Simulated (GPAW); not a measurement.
# Local fields in the sheet polarisability of AsP (honeycomb bilayer)

Aim: the sheet polarisability of AsP (honeycomb bilayer), with and without local fields.

Calculated with GPAW 26.7.0; LDA and many-body steps on it, plane waves.

## 1. The structure

The cell holds 4 atoms: 2 P and 2 As. Cell: a = 3.393 Å, b = 3.393 Å, c = 16.900 Å, α = 90.0°, β = 90.0°, γ = 120.0°. It derives from AsP. Vacuum lies along c.

Structure file:

```cif
data_structure
_symmetry_space_group_name_H-M 'P 1'
_symmetry_Int_Tables_number 1
_cell_length_a 3.3933
_cell_length_b 3.3933
_cell_length_c 16.9000
_cell_angle_alpha 90.000
_cell_angle_beta 90.000
_cell_angle_gamma 120.000
_cell_volume 168.53
loop_
_atom_site_label
_atom_site_type_symbol
_atom_site_fract_x
_atom_site_fract_y
_atom_site_fract_z
_atom_site_occupancy
P1 P 0.33333 0.66667 0.41104 1
As2 As 0.66667 0.33333 0.33303 1
P3 P 0.33333 0.66667 0.66693 1
As4 As 0.66667 0.33333 0.58897 1
```

The structure was relaxed with LDA. The runs that relaxed it are not among those shown.

## 2. Empty states on the mesh, 18×18×1 mesh, 70 bands

This step: GPAW 26.7.0; DFT, LDA, plane waves, PAW.

The sums over transitions need many empty states on a uniform mesh; this step solves for them.

File run.py:

```python
import json
import numpy as np
from gpaw.mpi import world
from gpaw import GPAW

calc = GPAW('gs.gpw').fixed_density(kpts={'size': (18, 18, 1), 'gamma': True},
    nbands=81,
    convergence={'bands': 70},
    update_fermi_level=True,
    txt='nscf.txt')
calc.write('full.gpw', mode='all')
res = {}
kpts = calc.get_ibz_k_points()
res['kpts'] = kpts
res['eigenvalues'] = [calc.get_eigenvalues(kpt=k) for k in range(len(kpts))]
res['n_electrons'] = calc.get_number_of_electrons()

if world.rank == 0:
    with open('result.json', 'w') as f:
        json.dump(res, f, default=lambda x: x.tolist())
```

The run is started by

```bash
$ mpirun -n 8 gpaw python run.py
```

Numbers of over 12 decimals in the logs are rounded to 6 here.

Log:

```text
Diagonalizing LCAO Hamiltonian
Converting LCAO to pw mode
convergence criteria:
- Maximum integral of absolute [eigenst]ate change: 4e-08 eV^2 / valence electron
maximum number of iterations: 100

SCF iterations
|iter     |     time |      energy | eigst |  dens |
|iter:   1|  |             | +3.86 |       |
|iter:   2|  |             | +2.57 |       |
|iter:   3|  |             | +1.51 |       |
[...]
|iter:  13|  |             | -6.84 |       |
|iter:  14|  |             | -7.24 |       |
|iter:  15|  |             | -7.71c|       |
SCF steps: 15
  __  _  _
 | _ |_)|_||  |
 |__||  | ||/\| - 26.7.0

Input parameters:
  mode=PW(ecut=450.000000),
  convergence={'bands': 70},
  gpts=array([18, 18, 84]),
  kpts=MonkhorstPack(size=(18, 18, 1), gamma=True),
  maxiter=100,
  nbands=81,
  occupations=Occupations(name='fermi-dirac', width=0.001, fixmagmom=False),
  parallel={},
  xc=XC(name='LDA')
# Writing to full.gpw (mode='all')
  [... matrices ...]

timing:  # [seconds]
  Total: 0.165  # ━━━━━━━━━━━━━━━━━━━━━━━━━━━━━━━━━━━━━━━━━━━━━━━━━━━━━━━━━━━
```

It took 62 s on 8 MPI ranks of Arm Neoverse V1, shared host; peak memory 1.7 GiB.

This step gave:

```yaml
gap: 0.6577 eV
k_of_the_valence_top: 0.1667, -0.0556, 0
k_of_the_conduction_bottom: 0.3333, 0.3333, 0
least_direct_gap: 1.537 eV
k_points_computed: 37
lowest_point_of_the_top_converged_band_above_the_valence_top: 26.02 eV
```

On this mesh the gap is 0.658 eV.

## 3. RPA response

The response function is computed on a frequency grid, with local fields up to the given cutoff.

This step: linear response, RPA, on LDA, plane waves, PAW.

File run.py:

```python
import json
import numpy as np
from gpaw.mpi import world
from gpaw.response.df import DielectricFunction

df = DielectricFunction('full.gpw',
    ecut=50,
    nbands=70,
    eta=0.2,
    frequencies={'type': 'nonlinear', 'domega0': 0.05, 'omega2': 10.0},
    intraband=False,
    truncation='2D',
    txt='df.txt')
res = {'optical': {}, 'eels': []}
for d in 'x':
    y0, y = df.get_polarizability(direction=d, xc='RPA', filename=None)
    res['optical'][d] = [y0.real, y0.imag, y.real, y.imag]
res['w'] = df.get_frequencies()
for q_c in [[0.0555555556, 0, 0], [0.2222222222, 0, 0], [0.5, 0, 0], [0.7777777778, 0, 0], [1.2222222222, 0, 0]]:
    res['eels'].append(df.get_eels_spectrum(q_c=q_c, xc='RPA', filename=None))

if world.rank == 0:
    with open('result.json', 'w') as f:
        json.dump(res, f, default=lambda x: x.tolist())
```

The run is started by

```bash
$ mpirun -n 8 gpaw python run.py
```

Log:

```text
Using integrator: PointIntegrator
NonLinearFrequencyDescriptor(from 0.000 to 42.912 eV, 310 points)
Nonperiodic BCs:  [False False  True]
Using integrator: PointIntegrator
NonLinearFrequencyDescriptor(from 0.000 to 42.912 eV, 310 points)
Nonperiodic BCs:  [False False  True]

Calculating chi0 body with:
    Ground state adapter containing:
    Number of spins: 1
    Number of kpoints: 324
    Number of irreducible kpoints: 37
    Number of completely occupied states: 10
    Number of partially occupied states: 10
    Occupied states memory: 4.15283203125 M / cpu

    Linear response parametrization:
    q_c: [0.0, 0.0, 0.0]
    Number of frequency points: 310
    Planewave cutoff: 50.0
    Number of bands: 70
    Number of planewaves: 109
    Broadening (eta): 0.2
    comm.size: 8
    kncomm.size: 8
    blockcomm.size: 1

    Memory estimate of potentially large arrays:
        chi0_wGG: 56.199799 M / cpu
Integrating chi0 body.

Symmetries of q_c:
    Direct symmetries (Uq -> q): 6
    Indirect symmetries (TUq -> q): 6
In total 12 allowed symmetries.

  [... matrices ...]
37 groups of equivalent kpoints. 88.580247% reduction.

Integral kind: spectral function

Calculating chi0 optical extensions with:
    Ground state adapter containing:
    Number of spins: 1
    Number of kpoints: 324
    Number of irreducible kpoints: 37
    Number of completely occupied states: 10
    Number of partially occupied states: 10
    Occupied states memory: 4.15283203125 M / cpu

    Linear response parametrization:
    Number of frequency points: 310
    Planewave cutoff: 50.0
    Number of bands: 70
    Number of planewaves: 109
    Broadening (eta): 0.2
Integrating chi0 head and wings.

Symmetries of q_c:
    Direct symmetries (Uq -> q): 6
    Indirect symmetries (TUq -> q): 6
In total 12 allowed symmetries.

  [... matrices ...]
37 groups of equivalent kpoints. 88.580247% reduction.

Integral kind: spectral function wings

Calculating chi0 body with:
    Ground state adapter containing:
    Number of spins: 1
    Number of kpoints: 324
    Number of irreducible kpoints: 37
    Number of completely occupied states: 10
    Number of partially occupied states: 10
    Occupied states memory: 4.15283203125 M / cpu

    Linear response parametrization:
    q_c: [0.0555555556, 0.0, 0.0]
    Number of frequency points: 310
    Planewave cutoff: 50.0
    Number of bands: 70
    Number of planewaves: 117
    Broadening (eta): 0.2
    comm.size: 8
    kncomm.size: 8
    blockcomm.size: 1

    Memory estimate of potentially large arrays:
        chi0_wGG: 64.752045 M / cpu
Integrating chi0 body.

Symmetries of q_c:
    Direct symmetries (Uq -> q): 2
    Indirect symmetries (TUq -> q): 0
In total 2 allowed symmetries.

  [... matrices ...]
171 groups of equivalent kpoints. 47.222222% reduction.

Integral kind: spectral function

[... 4 further calls ...]
```

Elapsed: 68 s, on 8 MPI ranks; peak memory 3.7 GiB.

Numbers from this step:

* static polarisability of the sheet (Å): 8.613
* the same without local fields: 9.734

The static value is 8.61.

RPA, broadening 0.2 eV. Table of Im polarisability of the sheet by photon energy; read off at these points:

| photon energy (eV) | xx, no local fields (Å) | xx, local fields (Å) |
| --- | --- | --- |
| 0.0 | 0 | 0 |
| 1.0 | 0.431 | 0.363 |
| 2.0 | 3.11 | 2.53 |
| 3.0 | 11.1 | 9.30 |
| 3.8 | 23.8 | 20.5 |
| 4.0 | 20.5 | 18.6 |
| 5.0 | 8.67 | 7.95 |
| 6.0 | 5.79 | 5.75 |
| 7.0 | 3.21 | 3.49 |
| 8.0 | 1.82 | 1.92 |
| 9.0 | 1.47 | 1.44 |
| 10.0 | 1.02 | 1.00 |
| 11.0 | 0.807 | 0.776 |
| 12.0 | 0.610 | 0.643 |
| 13.0 | 0.423 | 0.463 |
| 14.0 | 0.331 | 0.379 |
| 15.0 | 0.252 | 0.304 |
| 16.0 | 0.222 | 0.244 |
| 17.0 | 0.194 | 0.233 |
| 18.0 | 0.157 | 0.225 |
| 19.0 | 0.112 | 0.207 |
| 20.0 | 0.0877 | 0.163 |
| 21.0 | 0.0794 | 0.135 |
| 22.0 | 0.067 | 0.125 |
| 23.0 | 0.0540 | 0.0967 |
| 24.0 | 0.0492 | 0.0852 |
| 25.0 | 0.0430 | 0.0786 |
| 26.0 | 0.0398 | 0.0717 |
| 27.0 | 0.0338 | 0.0650 |
| 28.0 | 0.0278 | 0.0549 |
| 29.0 | 0.0233 | 0.0490 |
| 30.0 | 0.0170 | 0.0383 |
| 31.0 | 0.0128 | 0.0294 |
| 32.0 | 0.00944 | 0.0193 |
| 33.0 | 0.00742 | 0.0134 |
| 34.0 | 0.00594 | 0.00895 |
| 35.0 | 0.00515 | 0.00714 |
| 36.0 | 0.00402 | 0.00532 |
| 37.0 | 0.00340 | 0.00422 |
| 38.0 | 0.00320 | 0.00369 |
| 39.0 | 0.00266 | 0.00297 |

## 4. RPA response, local-field cutoff (18×18×1 mesh, 70 bands, screening to 100 eV, broadening 0.2 eV)

run.py: that of step 3 with these lines changed.

```diff
@@ -6,3 +6,3 @@
 df = DielectricFunction('full.gpw',
-    ecut=50,
+    ecut=100,
     nbands=70,
@@ -18,3 +18,3 @@
 res['w'] = df.get_frequencies()
-for q_c in [[0.0555555556, 0, 0], [0.2222222222, 0, 0], [0.5, 0, 0], [0.7777777778, 0, 0], [1.2222222222, 0, 0]]:
+for q_c in [[0.5, 0, 0]]:
     res['eels'].append(df.get_eels_spectrum(q_c=q_c, xc='RPA', filename=None))
```

The run is started by

```bash
$ mpirun -n 8 gpaw python run.py
```

Log:

```text
Using integrator: PointIntegrator
NonLinearFrequencyDescriptor(from 0.000 to 42.912 eV, 310 points)
Nonperiodic BCs:  [False False  True]
Using integrator: PointIntegrator
NonLinearFrequencyDescriptor(from 0.000 to 42.912 eV, 310 points)
Nonperiodic BCs:  [False False  True]

Calculating chi0 body with:
    Ground state adapter containing:
    Number of spins: 1
    Number of kpoints: 324
    Number of irreducible kpoints: 37
    Number of completely occupied states: 10
    Number of partially occupied states: 10
    Occupied states memory: 4.15283203125 M / cpu

    Linear response parametrization:
    q_c: [0.0, 0.0, 0.0]
    Number of frequency points: 310
    Planewave cutoff: 100.0
    Number of bands: 70
    Number of planewaves: 381
    Broadening (eta): 0.2
    comm.size: 8
    kncomm.size: 8
    blockcomm.size: 1

    Memory estimate of potentially large arrays:
        chi0_wGG: 686.644135 M / cpu
Integrating chi0 body.

Symmetries of q_c:
    Direct symmetries (Uq -> q): 6
    Indirect symmetries (TUq -> q): 6
In total 12 allowed symmetries.

  [... matrices ...]
37 groups of equivalent kpoints. 88.580247% reduction.

Integral kind: spectral function

Calculating chi0 optical extensions with:
    Ground state adapter containing:
    Number of spins: 1
    Number of kpoints: 324
    Number of irreducible kpoints: 37
    Number of completely occupied states: 10
    Number of partially occupied states: 10
    Occupied states memory: 4.15283203125 M / cpu

    Linear response parametrization:
    Number of frequency points: 310
    Planewave cutoff: 100.0
    Number of bands: 70
    Number of planewaves: 381
    Broadening (eta): 0.2
Integrating chi0 head and wings.

Symmetries of q_c:
    Direct symmetries (Uq -> q): 6
    Indirect symmetries (TUq -> q): 6
In total 12 allowed symmetries.

  [... matrices ...]
37 groups of equivalent kpoints. 88.580247% reduction.

Integral kind: spectral function wings

Calculating chi0 body with:
    Ground state adapter containing:
    Number of spins: 1
    Number of kpoints: 324
    Number of irreducible kpoints: 37
    Number of completely occupied states: 10
    Number of partially occupied states: 10
    Occupied states memory: 4.15283203125 M / cpu

    Linear response parametrization:
    q_c: [0.5, 0.0, 0.0]
    Number of frequency points: 310
    Planewave cutoff: 100.0
    Number of bands: 70
    Number of planewaves: 394
    Broadening (eta): 0.2
    comm.size: 8
    kncomm.size: 8
    blockcomm.size: 1

    Memory estimate of potentially large arrays:
        chi0_wGG: 734.301147 M / cpu
Integrating chi0 body.

Symmetries of q_c:
    Direct symmetries (Uq -> q): 2
    Indirect symmetries (TUq -> q): 2
In total 4 allowed symmetries.

  [... matrices ...]
91 groups of equivalent kpoints. 71.913580% reduction.

Integral kind: spectral function
```

Elapsed: 64 s, on 8 MPI ranks; peak memory 19 GiB; 7.1 min of CPU time.

Numbers from this step:

* static polarisability of the sheet (Å): 8.193
* the same without local fields: 9.734

The static value is 8.19.

RPA, broadening 0.2 eV. The Im polarisability of the sheet by photon energy; read off at these points:

| photon energy (eV) | xx, no local fields (Å) | xx, local fields (Å) |
| --- | --- | --- |
| 0.0 | 0 | 0 |
| 1.0 | 0.431 | 0.333 |
| 2.0 | 3.11 | 2.30 |
| 3.0 | 11.1 | 8.12 |
| 3.8 | 23.8 | 19.0 |
| 4.0 | 20.5 | 18.1 |
| 5.0 | 8.67 | 8.04 |
| 6.0 | 5.79 | 5.94 |
| 7.0 | 3.21 | 3.83 |
| 8.0 | 1.82 | 2.12 |
| 9.0 | 1.47 | 1.56 |
| 10.0 | 1.02 | 1.03 |
| 11.0 | 0.807 | 0.790 |
| 12.0 | 0.610 | 0.646 |
| 13.0 | 0.423 | 0.468 |
| 14.0 | 0.331 | 0.384 |
| 15.0 | 0.252 | 0.307 |
| 16.0 | 0.222 | 0.246 |
| 17.0 | 0.194 | 0.235 |
| 18.0 | 0.157 | 0.222 |
| 19.0 | 0.112 | 0.208 |
| 20.0 | 0.0877 | 0.165 |
| 21.0 | 0.0794 | 0.135 |
| 22.0 | 0.067 | 0.125 |
| 23.0 | 0.0540 | 0.0973 |
| 24.0 | 0.0492 | 0.0854 |
| 25.0 | 0.0430 | 0.0784 |
| 26.0 | 0.0398 | 0.0716 |
| 27.0 | 0.0338 | 0.0650 |
| 28.0 | 0.0278 | 0.0553 |
| 29.0 | 0.0233 | 0.0497 |
| 30.0 | 0.0170 | 0.0387 |
| 31.0 | 0.0128 | 0.0298 |
| 32.0 | 0.00944 | 0.0195 |
| 33.0 | 0.00742 | 0.0137 |
| 34.0 | 0.00594 | 0.00927 |
| 35.0 | 0.00515 | 0.00744 |
| 36.0 | 0.00402 | 0.00555 |
| 37.0 | 0.00340 | 0.00439 |
| 38.0 | 0.00320 | 0.00386 |
| 39.0 | 0.00266 | 0.00315 |

## 5. RPA response, fewer bands (18×18×1 mesh, 15 bands, screening to 50 eV, broadening 0.2 eV)

run.py: that of step 4 with these lines changed.

```diff
@@ -6,4 +6,4 @@
 df = DielectricFunction('full.gpw',
-    ecut=100,
-    nbands=70,
+    ecut=50,
+    nbands=15,
     eta=0.2,
@@ -18,3 +18,3 @@
 res['w'] = df.get_frequencies()
-for q_c in [[0.5, 0, 0]]:
+for q_c in []:
     res['eels'].append(df.get_eels_spectrum(q_c=q_c, xc='RPA', filename=None))
```

The run is started by

```bash
$ mpirun -n 8 gpaw python run.py
```

Log:

```text
Using integrator: PointIntegrator
NonLinearFrequencyDescriptor(from 0.000 to 20.376 eV, 222 points)
Nonperiodic BCs:  [False False  True]
Using integrator: PointIntegrator
NonLinearFrequencyDescriptor(from 0.000 to 20.376 eV, 222 points)
Nonperiodic BCs:  [False False  True]

Calculating chi0 body with:
    Ground state adapter containing:
    Number of spins: 1
    Number of kpoints: 324
    Number of irreducible kpoints: 37
    Number of completely occupied states: 10
    Number of partially occupied states: 10
    Occupied states memory: 4.15283203125 M / cpu

    Linear response parametrization:
    q_c: [0.0, 0.0, 0.0]
    Number of frequency points: 222
    Planewave cutoff: 50.0
    Number of bands: 15
    Number of planewaves: 109
    Broadening (eta): 0.2
    comm.size: 8
    kncomm.size: 8
    blockcomm.size: 1

    Memory estimate of potentially large arrays:
        chi0_wGG: 40.246307 M / cpu
Integrating chi0 body.

Symmetries of q_c:
    Direct symmetries (Uq -> q): 6
    Indirect symmetries (TUq -> q): 6
In total 12 allowed symmetries.

  [... matrices ...]
37 groups of equivalent kpoints. 88.580247% reduction.

Integral kind: spectral function

Calculating chi0 optical extensions with:
    Ground state adapter containing:
    Number of spins: 1
    Number of kpoints: 324
    Number of irreducible kpoints: 37
    Number of completely occupied states: 10
    Number of partially occupied states: 10
    Occupied states memory: 4.15283203125 M / cpu

    Linear response parametrization:
    Number of frequency points: 222
    Planewave cutoff: 50.0
    Number of bands: 15
    Number of planewaves: 109
    Broadening (eta): 0.2
Integrating chi0 head and wings.

Symmetries of q_c:
    Direct symmetries (Uq -> q): 6
    Indirect symmetries (TUq -> q): 6
In total 12 allowed symmetries.

  [... matrices ...]
37 groups of equivalent kpoints. 88.580247% reduction.

Integral kind: spectral function wings
```

The job ended after 7.4 s (8 MPI ranks; peak memory 2.8 GiB; 35 s of CPU time).

Numbers from this step:

| Property | Result |
| --- | --- |
| static polarisability of the sheet (Å) | 8.084 |
| the same without local fields | 9.004 |

(Part 1 of 2 ends here.)

[Paths, hosts, dates, memory and timing lines, banners, echoed tables and standing remarks are left out of the program output.]

[Logs are printed without paths, hosts, clocks, repeated set-up lines and the standing remarks that a program may print on its own settings, such as how far it seeks lower states.]

[Runs of the session that timed out or met a known fault of the program may be left out.]

[Hosts, paths, dates, database ids (printed as entryN), source tags and the programs' standing remarks are cut or masked in the printed files.]
